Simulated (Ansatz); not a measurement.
**How fast states decay through Rb2InBF6**

A new crystal, Rb2InBF6: structure, gap and complex bands. It is built by putting Rb for Cs, B for Al in the Cs2AlInF6 structure of space group Fm-3m, with the volume rescaled by atomic radii. The parent structure comes from the Materials Project.

Method: r2SCAN DFT, plane waves, PAW files, in the first sound run; inputs show where later runs differ, in Ansatz 0.2.0.

Most raw output is cut from this account.

The structure was built from a prototype and need not be the compound's stable phase.

## Step 1: Starting point

The structure is cubic, space group Fm-3m (No. 225). Conventional cell: a = 8.688 Å, b = 8.688 Å, c = 8.688 Å, α = 90.00°, β = 90.00°, γ = 90.00°. Rb has 12 F at 3.10 Å and 4 B at 3.76 Å and 4 In at 3.76 Å nearest. Nearest to B lie 6 F at 1.76 Å and 8 Rb at 3.76 Å. Nearest to In lie 6 F at 2.59 Å. F has 1 B at 1.76 Å and 1 In at 2.59 Å and 4 Rb at 3.10 Å nearest. It derives from Cs2AlInF6. Rb for Cs, B for Al in the Cs2AlInF6 structure of space group Fm-3m. Farther neighbours and most contacts between anions are not listed.

## Step 2: Cell and atoms at rest

The substituted atoms don't fit the parent's cell, so cell and atoms relax together. A small smearing keeps the run stable in case the gap closes on the way.

Input file input.yaml:

```yaml
crystal:
  lattice:
    - [0.0, 4.3437795913, 4.3437795913]
    - [4.3437795913, 0.0, 4.3437795913]
    - [4.3437795913, 4.3437795913, 0.0]
  atoms:
    - { symbol: Rb, position: [0.75, 0.75, 0.75] }
    - { symbol: Rb, position: [0.25, 0.25, 0.25] }
    - { symbol: B, position: [0.0, 0.0, 0.0] }
    - { symbol: In, position: [0.5, 0.5, 0.5] }
    - { symbol: F, position: [0.797849, 0.202151, 0.202151] }
    - { symbol: F, position: [0.202151, 0.202151, 0.797849] }
    - { symbol: F, position: [0.202151, 0.797849, 0.797849] }
    - { symbol: F, position: [0.202151, 0.797849, 0.202151] }
    - { symbol: F, position: [0.797849, 0.202151, 0.797849] }
    - { symbol: F, position: [0.797849, 0.797849, 0.202151] }
kpoints:
  mp_grid: { grid: [4, 4, 4] }
scf:
  occupations: { method: gaussian, width: 0.03 }
hamiltonian:
  xc: r2scan
output:
  forces: true
  stress: true
relax:
  f_tol: 0.02
  max_steps: 60
  cell: {}
```

The run is started by

```bash
> ansatz run input.yaml --threads 2 --pin off --max-ram 4096MiB --backend cpu --events-out ev --progress --plain --runs-dir out
```

The job ended after 22 s (2 threads of Intel Xeon 6975P-C (Granite Rapids), shared host; peak memory 0.94 GiB; 41 s of CPU time).

Step by step:

| step | energy less that of the first step (eV) | largest force component (eV/Å) | pressure (GPa) | volume (Å³) |
| --- | --- | --- | --- | --- |
| 1 | 0.0000 | 1.8074 | -6.66 | 163.92 |
| 2 | -0.6316 | 0.8735 | -3.12 | 157.16 |
| 3 | -0.7423 | 0.4343 | 1.17 | 152.69 |
| 4 | -0.7643 | 0.0096 | -0.12 | 153.65 |
| 5 | -0.7646 | 0.0045 | -0.06 | 153.42 |
| 6 | -0.7648 | 0.0003 | 0.00 | 153.21 |
| 7* | -0.7568 | 0.0027 | 0.05 | 153.21 |

Relaxation steps marked * repeat the geometry before them on a plane-wave basis chosen anew for their cell, so energy and pressure can jump there.

Forces are held to the 48 operations that the run works with; a distortion that breaks them can't arise in this run.

| conventional cell, symmetrised | before | after | change |
| --- | --- | --- | --- |
| a (Å) | 8.688 | 8.494 | -2.2 % |
| b (Å) | 8.688 | 8.494 | -2.2 % |
| c (Å) | 8.688 | 8.494 | -2.2 % |
| volume (Å³/atom) | 16.39 | 15.32 | -6.5 % |

The atoms that moved most (Å, as changes of fractional coordinates times the final cell):

| atom | dx | dy | dz | length |
| --- | --- | --- | --- | --- |
| F7 | 0.082 | 0.000 | 0.000 | 0.082 |
| F9 | 0.000 | 0.082 | 0.000 | 0.082 |
| F10 | 0.000 | 0.000 | 0.082 | 0.082 |
| F5 | -0.082 | 0.000 | 0.000 | 0.082 |
| F8 | 0.000 | -0.082 | 0.000 | 0.082 |
| F6 | 0.000 | 0.000 | -0.082 | 0.082 |

This step gave:

```yaml
free_energy: -17190.6341 eV
fermi_energy: 7.214 eV
pressure: 0.04834 GPa
```

The largest force component on a free atom ends at 0.0027 eV/Å.

## Step 3: Band edges

The energy window and the wavevectors of the next steps follow from the band edges, so these are searched first, off the mesh as well.

Input file input.yaml:

```yaml
crystal:
  lattice:
    - [0.0, 4.2470471573, 4.2470471573]
    - [4.2470471573, 0.0, 4.2470471573]
    - [4.2470471573, 4.2470471573, 0.0]
  atoms:
    - { symbol: Rb, position: [0.75, 0.75, 0.75] }
    - { symbol: Rb, position: [0.25, 0.25, 0.25] }
    - { symbol: B, position: [0.0, 0.0, 0.0] }
    - { symbol: In, position: [0.5, 0.5, 0.5] }
    - { symbol: F, position: [0.8075564782, 0.1924435218, 0.1924435218] }
    - { symbol: F, position: [0.1924435218, 0.1924435218, 0.8075564782] }
    - { symbol: F, position: [0.1924435218, 0.8075564782, 0.8075564782] }
    - { symbol: F, position: [0.1924435218, 0.8075564782, 0.1924435218] }
    - { symbol: F, position: [0.8075564782, 0.1924435218, 0.8075564782] }
    - { symbol: F, position: [0.8075564782, 0.8075564782, 0.1924435218] }
kpoints:
  mp_grid: { grid: [6, 6, 6] }
  band_path: { path: [VBM, CBM], npoints: 30 }
scf:
  occupations: { method: fixed }
hamiltonian:
  xc: r2scan
output:
  eigenvalues: true
  write_potential: true
  write_density: true
  volumetric_format: npy
```

Wall time 15 s (2 threads); peak memory 0.82 GiB.

This step gave:

| Quantity | Value |
| --- | --- |
| Fermi energy | 4.996 eV |
| gap on the k-mesh | 4.434 eV |
| gap on path | 4.434 eV, by band count; negative where bands overlap |
| direct gap on path | 4.826 eV |
| edge places on path | 0, 0.6406 1/A along the path |

The electronic bands at the labelled points (eV, zero at the Fermi level (highest filled level under fixed occupations); v1 is the highest filled band, c1 the lowest empty one):

| point | v4 | v3 | v2 | v1 | c1 | c2 | c3 | c4 |
| --- | --- | --- | --- | --- | --- | --- | --- | --- |
| VBM | -2.41 | -2.41 | -2.28 | 0.00 | 4.83 | 5.28 | 5.28 | 7.64 |
| halfway | -2.39 | -2.38 | -2.31 | -0.28 | 4.74 | 5.22 | 5.37 | 8.01 |
| CBM | -2.36 | -2.36 | -2.33 | -0.56 | 4.43 | 5.43 | 5.43 | 8.59 |

The searched edges give 4.43 eV, as on the mesh.

## Step 4: Decaying states in the gap, plane (111)

This step: r2SCAN DFT, plane waves, PAW files; complex bands by layer matching along the plane's normal (Ansatz 0.2.0).

The same crystal is laid in a cell whose first two vectors span the (111) plane (indices of the standard conventional cell, whose axes can be ordered otherwise than in the bulk input). At fixed energy and wavevector in the plane the solver finds all kz, real and complex. A few wavevectors are listed, (0, 0) and (-0.5, -0.5) in units of the plane's reciprocal vectors; the slowest state needn't be among them.

Input file input.yaml:

```yaml
crystal:
  lattice:
    - [6.00623169, 0.0, 0.0]
    - [3.003115845, 5.201549224, 0.0]
    - [3.003115845, 1.733849741, 4.904067639]
  atoms:
    - { symbol: Rb, position: [0.25, 0.25, 0.25] }
    - { symbol: Rb, position: [0.75, 0.75, 0.75] }
    - { symbol: B, position: [0.0, 0.0, 0.0] }
    - { symbol: In, position: [0.5, 0.5, 0.5] }
    - { symbol: F, position: [0.8075564782, 0.8075564782, 0.1924435218] }
    - { symbol: F, position: [0.8075564782, 0.1924435218, 0.1924435218] }
    - { symbol: F, position: [0.1924435218, 0.1924435218, 0.8075564782] }
    - { symbol: F, position: [0.1924435218, 0.8075564782, 0.1924435218] }
    - { symbol: F, position: [0.8075564782, 0.1924435218, 0.8075564782] }
    - { symbol: F, position: [0.1924435218, 0.8075564782, 0.8075564782] }
kpoints:
  mp_grid: { grid: [6, 6, 6] }
scf:
  occupations: { method: fixed }
hamiltonian:
  xc: r2scan
output:
  eigenvalues: true
  transmission:
    leads: [[0, 0]]
    kpoints: [[0.0, 0.0], [-0.5, -0.5]]
    e_range: [-1.0, 5.43]
    de: 0.11
```

Run time: 95 s. Hardware: 2 threads; peak memory 1.5 GiB; 2.4 min of CPU time.

Numbers from this step:

```yaml
level_to_which_the_leads_are_filled: 2.217 eV from the Fermi level
decay_constant_at_the_filling_level_zone_centre: 0.5483 Å⁻¹
decay_constant_at_the_filling_level_slowest_listed_point: 0.5243 Å⁻¹
```

K parallel (0, 0); values up to 1.5 1/Å, a degenerate pair printed once or twice; energies at which all values exceed this have no row. Im kz of the slowest decaying states against energy, zero at the highest filled level on the SCF mesh:

| energy (eV) | decay 1 (Å⁻¹) | decay 2 (Å⁻¹) | decay 3 (Å⁻¹) | decay 4 (Å⁻¹) |
| --- | --- | --- | --- | --- |
| -1.00 | 0.595 | 0.789 | 0.960 | 1.03 |
| -0.78 | 0.607 | 0.797 | 0.951 | 1.07 |
| -0.45 | 0.177 | 0.619 | 0.807 | 0.933 |
| -0.23 | 0.303 | 0.624 | 0.812 | 0.917 |
| -0.01 | 0.397 | 0.627 | 0.816 | 0.895 |
| 0.32 | 0.575 | 0.629 | 0.671 | 0.820 |
| 0.54 | 0.611 | 0.628 | 0.821 | 1.03 |
| 0.76 | 0.603 | 0.626 | 0.822 | 1.05 |
| 1.09 | 0.593 | 0.620 | 0.821 | 1.06 |
| 1.31 | 0.586 | 0.614 | 0.819 | 1.05 |
| 1.53 | 0.578 | 0.606 | 0.816 | 1.04 |
| 1.86 | 0.564 | 0.593 | 0.811 | 1.03 |
| 2.08 | 0.554 | 0.582 | 0.806 | 1.02 |
| 2.30 | 0.542 | 0.569 | 0.800 | 1.01 |
| 2.52 | 0.529 | 0.555 | 0.793 | 1.00 |
| 2.85 | 0.506 | 0.530 | 0.781 | 0.987 |
| 3.07 | 0.488 | 0.510 | 0.772 | 0.976 |
| 3.29 | 0.467 | 0.488 | 0.762 | 0.966 |
| 3.62 | 0.428 | 0.447 | 0.744 | 0.949 |
| 3.84 | 0.395 | 0.414 | 0.730 | 0.937 |
| 4.06 | 0.349 | 0.373 | 0.715 | 0.926 |
| 4.39 | 0.198 | 0.290 | 0.690 | 0.907 |
| 4.61 | 0.199 | 0.342 | 0.670 | 0.895 |
| 4.83 | 0.0969 | 0.400 | 0.649 | 0.883 |
| 5.16 | 0.212 | 0.447 | 0.612 | 0.867 |
| 5.38 | 0.237 | 0.468 | 0.584 | 0.793 |

K parallel (-0.5, -0.5); values up to 1.5 1/Å, a degenerate pair printed once or twice; energies at which all values exceed this have no row. The Im kz of the slowest decaying states by energy, zero at the highest filled level on the SCF mesh:

| energy (eV) | decay 1 (Å⁻¹) | decay 2 (Å⁻¹) | decay 3 (Å⁻¹) | decay 4 (Å⁻¹) |
| --- | --- | --- | --- | --- |
| -1.00 | 0.303 | 0.562 | 0.692 | 0.849 |
| -0.67 | 0.165 | 0.572 | 0.719 | 0.873 |
| -0.34 | 0.578 | 0.739 | 0.892 | 0.907 |
| -0.01 | 0.581 | 0.755 | 0.907 | 0.908 |
| 0.32 | 0.290 | 0.581 | 0.766 | 0.907 |
| 0.54 | 0.360 | 0.579 | 0.771 | 0.906 |
| 0.87 | 0.432 | 0.574 | 0.777 | 0.902 |
| 1.20 | 0.484 | 0.566 | 0.780 | 0.897 |
| 1.53 | 0.524 | 0.556 | 0.779 | 0.889 |
| 1.86 | 0.542 | 0.558 | 0.775 | 0.882 |
| 2.19 | 0.524 | 0.589 | 0.768 | 0.839 |
| 2.52 | 0.502 | 0.629 | 0.750 | 0.757 |
| 2.85 | 0.475 | 0.661 | 0.742 | 0.899 |
| 3.18 | 0.441 | 0.633 | 0.723 | 0.902 |
| 3.51 | 0.397 | 0.604 | 0.698 | 0.901 |
| 3.84 | 0.336 | 0.570 | 0.666 | 0.889 |
| 4.06 | 0.278 | 0.543 | 0.639 | 0.878 |
| 4.39 | 0.103 | 0.492 | 0.588 | 0.860 |
| 4.72 | 0.258 | 0.515 | 0.548 | 0.836 |
| 5.05 | 0.135 | 0.386 | 0.560 | 0.793 |
| 5.38 | 0.162 | 0.564 | 0.695 | 0.834 |

At the listed wavevectors the last open channel is at -0.01 eV and the next at +4.50 eV on the grid. At +2.19 eV, the grid energy nearest the filling level (the middle of the gap on the SCF mesh), the slowest state at the listed wavevectors decays with κ = 0.524 Å⁻¹, its amplitude falling by e over 1.9 Å. Through 1 nm of this crystal that state's transmission falls by exp(−2 × 0.524 Å⁻¹ × 10 Å) = 2.8e-5.

## Step 5: Decay over the two-dimensional zone

The listed points could miss the slowest state, so one energy near mid-gap is solved on a mesh of 8×8.

input.yaml: that of step 4 with these lines changed.

```diff
@@ -24,6 +24,2 @@
   eigenvalues: true
-  transmission:
-    leads: [[0, 0]]
-    kpoints: [[0.0, 0.0], [-0.5, -0.5]]
-    e_range: [-1.0, 5.43]
-    de: 0.11
+  transmission: { leads: [[0, 0]], kmesh: [8, 8], e_range: [2.22, 2.23], de: 0.05 }
```

Elapsed: 32 s, on 2 threads; peak memory 1.4 GiB.

Numbers from this step:

* least decay constant on the mesh: 0.5225 Å⁻¹

Slowest decay constant (1/Å; 0 where a channel is open) over k1 and k2. At 2.2200 eV from the Fermi level.

Ten even steps from '0' (0.522) to '9' (0.608):
```
14410220
54523932
11295592
00352530
12955921
52393254
10220144
01510151
```
Columns: k1 (b1) from -0.5 to 0.375; rows upwards: k2 (b2) from -0.5 to 0.375.

The least value on the mesh is 0.522 Å⁻¹ at +2.22 eV. At that energy the listed points give about 0.522 Å⁻¹ by interpolation, so the mesh holds no clearly slower state.

## Step 6: Decaying states in the gap, plane (001)

The same for the (001) plane, at (0, 0) and (-0.5, 0), to see how the decay depends on direction.

Input file input.yaml:

```yaml
crystal:
  lattice:
    - [6.00623169, 0.0, 0.0]
    - [0.0, 6.00623169, 0.0]
    - [3.003115845, 3.003115845, 4.247047157]
  atoms:
    - { symbol: Rb, position: [0.75, 0.25, 0.5] }
    - { symbol: Rb, position: [0.25, 0.75, 0.5] }
    - { symbol: B, position: [0.0, 0.0, 0.0] }
    - { symbol: In, position: [0.5, 0.5, 0.0] }
    - { symbol: F, position: [0.1924435218, 0.8075564782, 0.0] }
    - { symbol: F, position: [0.8075564782, 0.8075564782, 0.3848870436] }
    - { symbol: F, position: [0.8075564782, 0.1924435218, 0.0] }
    - { symbol: F, position: [0.1924435218, 0.1924435218, 0.0] }
    - { symbol: F, position: [0.8075564782, 0.8075564782, 0.0] }
    - { symbol: F, position: [0.1924435218, 0.1924435218, 0.6151129564] }
kpoints:
  mp_grid: { grid: [6, 6, 6] }
scf:
  occupations: { method: fixed }
hamiltonian:
  xc: r2scan
output:
  eigenvalues: true
  transmission:
    leads: [[0, 0]]
    kpoints: [[0.0, 0.0], [-0.5, 0.0]]
    e_range: [-1.0, 5.43]
    de: 0.16
```

The job ended after 91 s (2 threads; peak memory 1.6 GiB; 2.3 min of CPU time).

This step gave:

* decay constant at the filling level, zone centre: 0.4497 Å⁻¹
* decay constant at the filling level, slowest listed point: 0.4497 Å⁻¹

K parallel (0, 0); values up to 1.5 1/Å, a degenerate pair printed once or twice; energies at which all values exceed this have no row. Table of Im kz of the slowest decaying states by energy, zero at the highest filled level on the SCF mesh:

| energy (eV) | decay 1 (Å⁻¹) | decay 2 (Å⁻¹) | decay 3 (Å⁻¹) | decay 4 (Å⁻¹) |
| --- | --- | --- | --- | --- |
| -1.00 | 0.583 | 0.667 | 0.895 | 0.975 |
| -0.52 | 0.592 | 0.707 | 0.913 | 1.01 |
| -0.04 | 0.597 | 0.730 | 0.922 | 0.989 |
| 0.44 | 0.248 | 0.599 | 0.741 | 0.924 |
| 0.76 | 0.313 | 0.597 | 0.743 | 0.923 |
| 1.24 | 0.377 | 0.591 | 0.738 | 0.917 |
| 1.72 | 0.420 | 0.581 | 0.725 | 0.885 |
| 2.20 | 0.450 | 0.566 | 0.702 | 0.849 |
| 2.68 | 0.471 | 0.545 | 0.669 | 0.807 |
| 3.16 | 0.485 | 0.516 | 0.622 | 0.762 |
| 3.64 | 0.473 | 0.493 | 0.556 | 0.712 |
| 3.96 | 0.431 | 0.495 | 0.495 | 0.677 |
| 4.44 | 0.318 | 0.349 | 0.493 | 0.622 |
| 4.92 | 0.205 | 0.249 | 0.481 | 0.563 |
| 5.40 | 0.219 | 0.279 | 0.476 | 0.499 |

K parallel (-0.5, 0); values up to 1.5 1/Å, a degenerate pair printed once or twice; energies at which all values exceed this have no row. Im kz of the slowest decaying states against energy, zero at the highest filled level on the SCF mesh:

| energy (eV) | decay 1 (Å⁻¹) | decay 2 (Å⁻¹) | decay 3 (Å⁻¹) | decay 4 (Å⁻¹) |
| --- | --- | --- | --- | --- |
| -1.00 | 0.341 | 0.785 | 0.899 | 0.957 |
| -0.68 | 0.218 | 0.812 | 0.923 | 0.981 |
| -0.36 | 0.217 | 0.839 | 0.945 | 0.983 |
| -0.04 | 0.355 | 0.863 | 0.967 | 0.983 |
| 0.28 | 0.419 | 0.887 | 0.981 | 0.995 |
| 0.60 | 0.461 | 0.908 | 0.973 | 0.977 |
| 0.92 | 0.494 | 0.912 | 0.925 | 0.970 |
| 1.24 | 0.521 | 0.858 | 0.937 | 0.962 |
| 1.56 | 0.547 | 0.808 | 0.940 | 0.952 |
| 1.88 | 0.578 | 0.755 | 0.933 | 0.941 |
| 2.20 | 0.654 | 0.918 | 0.927 | 0.961 |
| 2.52 | 0.642 | 0.899 | 0.911 | 0.950 |
| 2.84 | 0.630 | 0.874 | 0.893 | 0.938 |
| 3.16 | 0.619 | 0.840 | 0.872 | 0.924 |
| 3.48 | 0.618 | 0.781 | 0.848 | 0.908 |
| 3.80 | 0.472 | 0.734 | 0.820 | 0.890 |
| 4.12 | 0.318 | 0.76 | 0.786 | 0.871 |
| 4.44 | 0.745 | 0.781 | 0.849 | 0.955 |
| 4.76 | 0.0591 | 0.691 | 0.755 | 0.824 |
| 5.08 | 0.607 | 0.655 | 0.796 | 0.922 |
| 5.40 | 0.332 | 0.596 | 0.763 | 0.964 |

At the listed wavevectors the last open channel is at -0.04 eV and the next at +4.44 eV on the grid. At +2.20 eV, the grid energy nearest the filling level (the middle of the gap on the SCF mesh), the slowest state at the listed wavevectors decays with κ = 0.450 Å⁻¹, its amplitude falling by e over 2.2 Å; the first such run, plane (111), gave 0.524 Å⁻¹.

## Step 7: Band edges at another level, cutoff 1250 eV

This step: r2SCAN DFT, plane waves, norm-conserving files (Ansatz 0.2.0).

The edges again with norm-conserving files, at the same atoms. Against that run the cutoff is 1250 eV against 500.

Input file input.yaml:

```yaml
crystal:
  lattice:
    - [0.0, 4.2470471573, 4.2470471573]
    - [4.2470471573, 0.0, 4.2470471573]
    - [4.2470471573, 4.2470471573, 0.0]
  atoms:
    - { symbol: Rb, position: [0.75, 0.75, 0.75] }
    - { symbol: Rb, position: [0.25, 0.25, 0.25] }
    - { symbol: B, position: [0.0, 0.0, 0.0] }
    - { symbol: In, position: [0.5, 0.5, 0.5] }
    - { symbol: F, position: [0.8075564782, 0.1924435218, 0.1924435218] }
    - { symbol: F, position: [0.1924435218, 0.1924435218, 0.8075564782] }
    - { symbol: F, position: [0.1924435218, 0.8075564782, 0.8075564782] }
    - { symbol: F, position: [0.1924435218, 0.8075564782, 0.1924435218] }
    - { symbol: F, position: [0.8075564782, 0.1924435218, 0.8075564782] }
    - { symbol: F, position: [0.8075564782, 0.8075564782, 0.1924435218] }
kpoints:
  mp_grid: { grid: [6, 6, 6] }
  band_path: { path: [VBM, CBM], npoints: 30 }
scf:
  occupations: { method: fixed }
hamiltonian:
  xc: r2scan
  pseudopotentials: { kind: nc }
output:
  eigenvalues: true
```

Wall time 69 s (2 threads); peak memory 1.2 GiB; 2.3 min of CPU time.

This step gave:

```yaml
free_energy: -7651.7171 eV
fermi_energy: 5.048 eV
gap_on_the_k_mesh: 4.469 eV
gap_on_path: 4.469 eV, by band count; negative where bands overlap
direct_gap_on_path: 4.854 eV
```

The electronic bands at the labelled points (eV, zero at the Fermi level (highest filled level under fixed occupations); v1 is the highest filled band, c1 the lowest empty one):

| point | v4 | v3 | v2 | v1 | c1 | c2 | c3 | c4 |
| --- | --- | --- | --- | --- | --- | --- | --- | --- |
| VBM | -2.38 | -2.38 | -2.24 | 0.00 | 4.85 | 5.31 | 5.31 | 7.67 |
| halfway | -2.36 | -2.35 | -2.28 | -0.27 | 4.77 | 5.25 | 5.39 | 8.05 |
| CBM | -2.33 | -2.33 | -2.30 | -0.55 | 4.47 | 5.46 | 5.46 | 8.63 |

The searched edges give 4.47 eV, as on the mesh.

(Continued in part 2 of 2.)

[Logs are printed without paths, hosts, clocks, repeated set-up lines and the standing remarks that a program may print on its own settings, such as how far it seeks lower states.]

[Hosts, paths, dates, database ids (printed as entryN), source tags and the programs' standing remarks are cut or masked in the printed files.]
